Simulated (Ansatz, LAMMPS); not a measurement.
# Settings and their price: Li+ FSI- in vinylene carbonate and ethylene carbonate at 330 K (118 atoms)

Density of this cell: 1.52 g/cm³. The cell holds 118 atoms: 42 O, 30 C, 28 H, 3 N, 6 S, 6 F and 3 Li. Its edges and angles: a = 11.602 Å, b = 11.602 Å, c = 11.602 Å, α = 90.0°, β = 90.0°, γ = 90.0°. 6 vinylene carbonate, 4 ethylene carbonate, 3 Li+, 3 FSI- placed at random, at 1.52 g/cm³; overlaps pushed apart, then 10 ps at 550 K with Joung-Cheatham ions (J. Phys. Chem. B 112, 9020 (2008)); MMFF94 bonds, angles, torsions, charges and radii (Halgren, J. Comput. Chem. 17, 490 (1996)) in harmonic and 12-6 forms; charges of ions scaled by 0.8. Snapshot after 30 ps at 330 K and fixed volume.

Geometry: as built.

Reference run: Kohn-Sham DFT, PBE+D3(BJ), PAW (set soft_2), plane waves (Ansatz 0.2.0), cutoff 750 eV, Γ point, fermi-dirac smearing of 0.05 eV.

```
r.m.s. force component                           : 1.328 eV/Å
gap (highest filled to lowest empty level) : 3.593 eV
SCF cycles                                       : 11
time                                             : 16 s on 8 threads of Arm Neoverse V2, shared host
```

Q: Estimate how much each variant changes the results, and its time and memory.
- support functions medium
- support functions low
- support functions high
- support functions medium, radius 3.51 Å
- support functions medium, radius 3.79 Å
- support functions medium, radius 4.05 Å
- support functions medium, radius 4.34 Å
- support functions medium, radius 4.88 Å
- support functions medium, radius 5.42 Å

Differences are against the run with plane waves at 750 eV (Kohn-Sham DFT, PBE+D3(BJ), PAW (set soft_2), plane waves), whose r.m.s. force component is 1.33 eV/Å. Energies are set beside the reference only for runs with its functional, potentials and electron count. Times are for 8 threads of Arm Neoverse V2, shared host.

```csv
run,"Δ force, r.m.s. (meV/Å)",share of r.m.s. force (%),Δ energy (meV/atom),Δ gap (eV),cycles,time,host memory (GiB)
reference,-,-,-,-,11,16 s,4.2
support functions medium,0.921,0.0694,-0.782,1.0e-4,17,87 s,5.1
support functions low,0.94,0.0708,-0.781,0.0011,15,78 s,4.9
support functions high,0.726,0.0546,-0.871,-2.0e-4,22,7.7 min,13
"support functions medium, radius 3.51 Å",0.926,0.0698,-0.782,0,17,80 s,5.0
"support functions medium, radius 3.79 Å",0.848,0.0639,-0.782,1.0e-4,17,99 s,5.4
"support functions medium, radius 4.05 Å",0.847,0.0638,-0.782,2.0e-4,17,2 min,5.9
"support functions medium, radius 4.34 Å",0.825,0.0622,-0.782,2.0e-4,17,2.6 min,6.6
"support functions medium, radius 4.88 Å",0.835,0.0629,-0.782,3.0e-4,17,4 min,8.2
"support functions medium, radius 5.42 Å",0.826,0.0622,-0.782,3.0e-4,17,6 min,10
```

Among numerical settings the force difference runs from 0.73 meV/Å (support functions high) to 0.94 meV/Å (support functions low). At 118 atoms the fastest of the runs at a preset level, support functions low, takes 5.0 times the time of plane waves, in 15 SCF cycles against 11. Differences between support functions and plane waves include what basis error the plane-wave run still has. As the radius goes from 3.51 to 5.42 Å, the force difference goes from 0.93 to 0.83 meV/Å, and the time from 80 s to 6 min. 

[Logs are printed without paths, hosts, clocks, repeated set-up lines and the standing remarks that a program may print on its own settings, such as how far it seeks lower states.]

[Hosts, paths, dates, database ids (printed as entryN), source tags and the programs' standing remarks are cut or masked in the printed files.]

[The MMFF94 radii named for the starting cell were scaled by 0.96; in molecules described by MMFF94, hydrogen bound to N, O or S took a small fixed 12-6 site in their place.]
